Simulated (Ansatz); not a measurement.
Rows from a G0W0 calculation on BaTiO3 (R3m) (Ansatz 0.2.0; G0W0 on LDA, plane waves, PAW; 4×4×4 mesh, 145 empty bands, screening to 100 eV, hard PAW files), in eV. Spin-orbit coupling is left out.

```
row                         k  band   start       Σx  Σc at the solution      Vxc
  A                         Γ    c1  12.222  -13.008              -5.994  -20.633
  B  (-0.500, -0.500, -0.500)    v2   9.860  -25.741               4.746  -20.887
  C  (-0.500, -0.500, -0.500)    c2  14.380  -14.692              -7.519  -23.899
  D  (-0.500, -0.500, -0.500)    c1  14.230  -14.594              -7.427  -23.701
  E                         Γ    v1   9.518  -25.768               4.282  -21.427
  F  (-0.500, -0.500, -0.500)    v1   9.875  -25.766               4.757  -20.901
```

**Question.** Work out each quasiparticle level and how far it moved.

The quasiparticle equation reads E = start + Σx + Σc(E) − Vxc.

```
row  E (eV)  shift (eV)
  A  13.852      +1.630
  B   9.752      −0.108
  C  16.068      +1.688
  D  15.911      +1.681
  E   9.459      −0.059
  F   9.766      −0.109
```

The gap over the computed points goes from 2.35 eV to 4.09 eV.

Limits: not at the basis limit; no spin-orbit coupling; coarse k mesh.

[Paths, hosts, dates, memory and timing lines, banners, echoed tables and standing remarks are left out of the program output.]

[Logs are printed without paths, hosts, clocks, repeated set-up lines and the standing remarks that a program may print on its own settings, such as how far it seeks lower states.]

[Runs of the session that timed out or met a known fault of the program may be left out.]

[Cells called generated may have been cut or substituted from an entry of the Crystallography Open Database or the Materials Project.]

[Hosts, paths, dates, database ids (printed as entryN), source tags and the programs' standing remarks are cut or masked in the printed files.]
